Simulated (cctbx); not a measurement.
# Which space group?

Cell: a = 4.4200 Å, b = 12.5310 Å, c = 8.0790 Å, α = 90.00°, β = 90.00°, γ = 90.00°. Expected content of the cell: Pb8 Ce4 As4 B4.

The data are simulated with cctbx, not measured: Mo Kα, λ = 0.71073 Å, to d = 0.6 Å, 50 % of the full sphere, strongest reflection 5000 counts, noise from counting, a 2 % proportional error and a noise floor of 4 counts (s.d.); no absorption.

Tests on the unmerged data give:

```text
4332 reflections to d = 0.600 A
centring   violations  <I/sigma> of those
    A        820 of  2167      6.2
    B        820 of  2179      6.2
    C          0 of  2170     -0.0
    I        825 of  2172      6.1
    R       1129 of  2913      6.3
    F        820 of  3258      4.2
Laue class    unique    Rint  (classes that these axes allow; Friedel mates merged)
C 1 2/m 1        1045   0.030
C 2/m 1 1        1072   0.030
C m m m           632   0.034
space group    extra absences  I>4sigma  <I/sigma>
C 2 2 21                6          0      -0.0  acentric
C 2 2 2                 0          0         -  acentric
C m m 2                 0          0         -  acentric
C m c 21               38          0       0.3  acentric
C 2 m m                 0          0         -  acentric
C m 2 m                 0          0         -  acentric
C 2 c m                38          0       0.3  acentric
C m c m                38          0       0.3  centric
C m m m                 0          0         -  centric
Wilson B = 0.47 A^2   <|E^2-1|> = 0.835 (0.968 centric, 0.736 acentric)   E^2>4: 2.6 %
shell (A)         n   <I/sigma>
 6.27 - 1.20     87     29.4
 1.20 - 0.95     79     25.1
 0.95 - 0.83     76     23.1
 0.83 - 0.76     79     19.6
 0.76 - 0.70     81     19.8
 0.70 - 0.66     76     15.4
 0.66 - 0.63     76     16.6
 0.63 - 0.60     78     17.6
```

Q: Read the symmetry from these tables.

The reflections that C centring forbids are absent (⟨I/σ⟩ near 0), so the lattice is C.

Rint stays low (0.030 to 0.034) up to C m m m, the highest class in these axes.

9 settings pass the absence test. The most absences obeyed, 38, belong to C m c 21, C 2 c m and C m c m, which absences can't tell apart.

⟨|E²−1|⟩ = 0.835 lies between the two ideal values. The Wilson B of 0.47 Å² means U ≈ 0.0060 Å².

The true group is Cmcm (no. 63), Laue class mmm, centrosymmetric. The tables only narrow the choice to the tied entries; cell content, site symmetry and trial solutions must settle it.

The model was made for the exercise: a known structure type with other elements put in, its volume estimated, not relaxed; displacement parameters are assumed.

[Logs are printed without paths, hosts, clocks, repeated set-up lines and the standing remarks that a program may print on its own settings, such as how far it seeks lower states.]
